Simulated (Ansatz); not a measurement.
# Lattice dynamics of (SrO)3(LiCl)1 [001] superlattice, started as rocksalt type

Task: relax (SrO)3(LiCl)1 [001] superlattice, started as rocksalt type, then find its harmonic phonons.

Calculated with Ansatz 0.2.0; DFT PBE, scalar-relativistic, plane waves, PAW.

The structure was built from a prototype and need not be the compound's stable phase.

## Step 1: Starting point

Symmetry: P4/mmm, No. 123, tetragonal system. Conventional cell: a = 3.645 Å, b = 3.645 Å, c = 10.310 Å, α = 90.00°, β = 90.00°, γ = 90.00°. Nearest to Cl lie 2 Sr at 2.58 Å and 4 Li at 2.58 Å. Nearest to Li lie 2 O at 2.58 Å and 4 Cl at 2.58 Å. Nearest to O lie 5 Sr at 2.58 Å and 1 Li at 2.58 Å. O has 6 Sr at 2.58 Å nearest. Nearest to Sr lie 5 O at 2.58 Å and 1 Cl at 2.58 Å. Nearest to Sr lie 6 O at 2.58 Å. Farther neighbours and most contacts between anions are not listed.

## Step 2: Coarse relaxation

The start is far from rest, so a relaxation with loose tolerances brings it close first.

Contents of input.yaml:

```yaml
crystal:
  lattice:
    - [2.5775, 2.5775, 0.0]
    - [-2.5775, 2.5775, 0.0]
    - [0.0, 0.0, 10.31]
  atoms:
    - { symbol: Cl, position: [0.0, 0.0, 0.75] }
    - { symbol: Li, position: [0.5, 0.5, 0.75] }
    - { symbol: O, position: [0.5, 0.5, 0.0] }
    - { symbol: O, position: [0.0, 0.0, 0.25] }
    - { symbol: O, position: [0.5, 0.5, 0.5] }
    - { symbol: Sr, position: [0.0, 0.0, 0.0] }
    - { symbol: Sr, position: [0.5, 0.5, 0.25] }
    - { symbol: Sr, position: [0.0, 0.0, 0.5] }
kpoints:
  mp_grid: { grid: [6, 6, 2] }
hamiltonian:
  xc: pbe
scf:
  occupations: { method: gaussian, width: 0.1 }
output:
  forces: true
  stress: true
  eigenvalues: true
relax:
  adjacent_minimum: "off"
  f_tol: 0.05
  max_steps: 80
  cell: { stress_tol: 0.5 }
```

Launch:

```console
> ansatz run input.yaml --threads 8 --pin off --max-ram 14336MiB --backend cpu --events-out ev --progress --plain --runs-dir out
```

Numbers of over 12 decimals in the logs are rounded to 6 here.

Output:

```text
The last accepted step is kept in <dir> (removed where the run ends without a failure and the disk answers)
Engine: ansatz 0.2.0, x86_64-unknown-linux-gnu
Pseudopotentials: kind: paw
Pseudopotential: Cl, paw, valence charge 7, recommended cutoff 420 eV (normal), Cl.paw.azcp
Pseudopotential: Li, paw, valence charge 3, recommended cutoff 420 eV (normal), Li.paw.azcp
[...]
- [2.561171, 2.561171, 0.0]
    - [-2.561171, 2.561171, 0.0]
    - [0.0, 0.0, 11.158423]
  atoms:
    - { symbol: Cl, position: [0, 0, 0.75] }
    - { symbol: Li, position: [0.5, 0.5, 0.75] }
    - { symbol: O, position: [0.5, 0.5, 0.018176] }
    - { symbol: O, position: [0, 0, 0.25] }
    - { symbol: O, position: [0.5, 0.5, 0.481824] }
    - { symbol: Sr, position: [0, 0, 0.017903] }
    - { symbol: Sr, position: [0.5, 0.5, 0.25] }
    - { symbol: Sr, position: [0, 0, 0.482097] }
[key lines of the parts left out:]
SCF converged after 6 iterations
Free energy (F): -13631.177683 eV
Fermi energy:    7.973402 eV
P = ⅓ Tr σ = -0.1090 GPa (-1.090 kbar)
```

The job ended after 5.7 s (8 threads of Intel Xeon 6975P-C (Granite Rapids), shared host; peak memory 0.67 GiB; 36 s of CPU time).

The steps of the relaxation:

```csv
step,energy less that of the first step (eV),largest force component (eV/Å),pressure (GPa),volume (Å³)
1,0.0000,1.9175,3.80,136.99
2,-0.2274,1.2822,0.50,142.12
3,-0.4648,0.1405,-0.19,144.46
4,-0.4839,0.0827,-0.14,144.93
5,-0.4915,0.0619,-0.04,145.43
6,-0.4928,0.0183,0.04,145.18
7*,-0.5218,0.0198,0.33,145.18
8,-0.5223,0.0141,-0.11,146.39
9*,-0.5244,0.0142,-0.11,146.39
```

Relaxation steps marked * repeat the geometry before them on a plane-wave basis chosen anew for their cell, so energy and pressure can jump there.

Forces are held to the 16 operations that the run works with; a distortion that breaks them can't arise in this run.

```csv
"conventional cell, symmetrised",before,after,change
a (Å),3.645,3.622,-0.6 %
b (Å),3.645,3.622,-0.6 %
c (Å),10.310,11.158,+8.2 %
volume (Å³/atom),17.12,18.30,+6.9 %
```

The atoms that moved most (Å, as changes of fractional coordinates times the final cell):

```
atom     dx     dy      dz  length
  O5  0.000  0.000  -0.203   0.203
  O3  0.000  0.000   0.203   0.203
 Sr8  0.000  0.000  -0.200   0.200
 Sr6  0.000  0.000   0.200   0.200
```

A gap read on the k-mesh alone can miss the band edges.

Numbers from this step:

| Item | Value |
| --- | --- |
| pressure | -0.1090 GPa |
| gap on the k-mesh | 3.086 eV |
| volume per atom | 18.30 Å³ |
| direct gap on mesh | 3.086 eV |

In this step the volume went from 17.12 to 18.30 Å³/atom.

## Step 3: Bringing the structure to rest

Harmonic phonons are second derivatives at a point where the forces vanish, and they are wanted at zero stress, so atoms and cell are relaxed first.

Contents of input.yaml:

```yaml
crystal:
  lattice:
    - [2.5611707011, 2.5611707011, 0.0]
    - [-2.5611707011, 2.5611707011, 0.0]
    - [0.0, 0.0, 11.1584234581]
  atoms:
    - { symbol: Cl, position: [0.0, 0.0, 0.75] }
    - { symbol: Li, position: [0.5, 0.5, 0.75] }
    - { symbol: O, position: [0.5, 0.5, 0.0181762239] }
    - { symbol: O, position: [0.0, 0.0, 0.25] }
    - { symbol: O, position: [0.5, 0.5, 0.4818237761] }
    - { symbol: Sr, position: [0.0, 0.0, 0.0179030125] }
    - { symbol: Sr, position: [0.5, 0.5, 0.25] }
    - { symbol: Sr, position: [0.0, 0.0, 0.4820969875] }
kpoints:
  mp_grid: { grid: [6, 6, 2] }
hamiltonian:
  xc: pbe
scf:
  occupations: { method: gaussian, width: 0.02 }
output:
  forces: true
  stress: true
  eigenvalues: true
relax:
  adjacent_minimum: "off"
  f_tol: 0.005
  max_steps: 80
  cell: { stress_tol: 0.05 }
```

Output:

```text
[...]
Crystal: 8 atoms, lattice volume = 146.389 Å³
Basis set: ecut = 420 eV, 2829 PW (Γ), exchange–correlation on 50×50×150 points (8 copies of the dense FFT grid, shifted against one another)
Bands: 37, of which v1, the nominal top of the filled ones, is band 29 counted from 1 (28 counted from 0)
Symmetry: 16 space group operations
[...]
k-points: 20 of 72
[...]
- [2.559774, 2.559774, 0]
    - [-2.559774, 2.559774, 0]
    - [0, 0, 11.161646]
  atoms:
    - { symbol: Cl, position: [0, 0, 0.750000] }
    - { symbol: Li, position: [0.5, 0.5, 0.750000] }
    - { symbol: O, position: [0.5, 0.5, 0.018578] }
    - { symbol: O, position: [0, 0, 0.250000] }
    - { symbol: O, position: [0.5, 0.5, 0.481422] }
    - { symbol: Sr, position: [0, 0, 0.018253] }
    - { symbol: Sr, position: [0.5, 0.5, 0.250000] }
    - { symbol: Sr, position: [0, 0, 0.481747] }
[key lines of the parts left out:]
SCF converged after 8 iterations
Free energy (F): -13631.177770 eV
Fermi energy:    7.979841 eV
P = ⅓ Tr σ = -0.0038 GPa (-0.038 kbar)
```

Run time: 3.7 s. Hardware: 8 threads; peak memory 0.68 GiB; 24 s of CPU time.

Little changed from the start: no atom moved by 0.005 Å and no cell edge by 0.1 %.

Numbers from this step:

```
pressure        : -0.003773 GPa
volume per atom : 18.28 Å³
```

In this step the volume went from 18.30 to 18.28 Å³/atom.

## Step 4: Tight relaxation

Phonons need a cell at rest on their own settings, so the relaxation is repeated with tight tolerances on forces and stress on the k mesh and occupations of the first response run.

Contents of input.yaml:

```yaml
crystal:
  lattice:
    - [2.5597742139, 2.5597742139, 0.0]
    - [-2.5597742139, 2.5597742139, 0.0]
    - [0.0, 0.0, 11.1616460337]
  atoms:
    - { symbol: Cl, position: [0.0, 0.0, 0.75] }
    - { symbol: Li, position: [0.5, 0.5, 0.75] }
    - { symbol: O, position: [0.5, 0.5, 0.0185777183] }
    - { symbol: O, position: [0.0, 0.0, 0.25] }
    - { symbol: O, position: [0.5, 0.5, 0.4814222817] }
    - { symbol: Sr, position: [0.0, 0.0, 0.0182528412] }
    - { symbol: Sr, position: [0.5, 0.5, 0.25] }
    - { symbol: Sr, position: [0.0, 0.0, 0.4817471588] }
kpoints:
  mp_grid: { grid: [8, 8, 2] }
hamiltonian:
  xc: pbe
scf:
  occupations: { method: fixed }
output:
  forces: true
  stress: true
  eigenvalues: true
relax:
  adjacent_minimum: "off"
  f_tol: 0.001
  max_steps: 60
  cell: { stress_tol: 0.01 }
```

Output:

```text
[...]
Crystal: 8 atoms, lattice volume = 146.272 Å³
Basis set: ecut = 420 eV, 2829 PW (Γ), exchange–correlation on 50×50×150 points (8 copies of the dense FFT grid, shifted against one another)
Bands: 37, of which v1, the nominal top of the filled ones, is band 29 counted from 1 (28 counted from 0)
Symmetry: 16 space group operations
[...]
k-points: 30 of 128
[...]
- [2.559726, 2.559726, 0]
    - [-2.559726, 2.559726, 0]
    - [0, 0, 11.161457]
  atoms:
    - { symbol: Cl, position: [0, 0, 0.750000] }
    - { symbol: Li, position: [0.5, 0.5, 0.750000] }
    - { symbol: O, position: [0.5, 0.5, 0.018589] }
    - { symbol: O, position: [0, 0, 0.25] }
    - { symbol: O, position: [0.5, 0.5, 0.481411] }
    - { symbol: Sr, position: [0, 0, 0.018220] }
    - { symbol: Sr, position: [0.5, 0.5, 0.25] }
    - { symbol: Sr, position: [0, 0, 0.481780] }
[key lines of the parts left out:]
SCF converged after 10 iterations
Free energy (F): -13631.178022 eV
Fermi energy:    6.437136 eV
P = ⅓ Tr σ = -0.0010 GPa (-0.010 kbar)
```

Wall time 4.6 s (8 threads); peak memory 0.72 GiB.

Little changed from the start: no atom moved by 0.005 Å and no cell edge by 0.1 %.

Numbers from this step:

* pressure: -0.001011 GPa

The largest force component left is 0.095 meV/Å and the pressure is -0.001 GPa, within the tolerances set. The cell now holds 18.28 Å³/atom.

[end of part 1 of 2]

[Logs are printed without paths, hosts, clocks, repeated set-up lines and the standing remarks that a program may print on its own settings, such as how far it seeks lower states.]

[Hosts, paths, dates, database ids (printed as entryN), source tags and the programs' standing remarks are cut or masked in the printed files.]
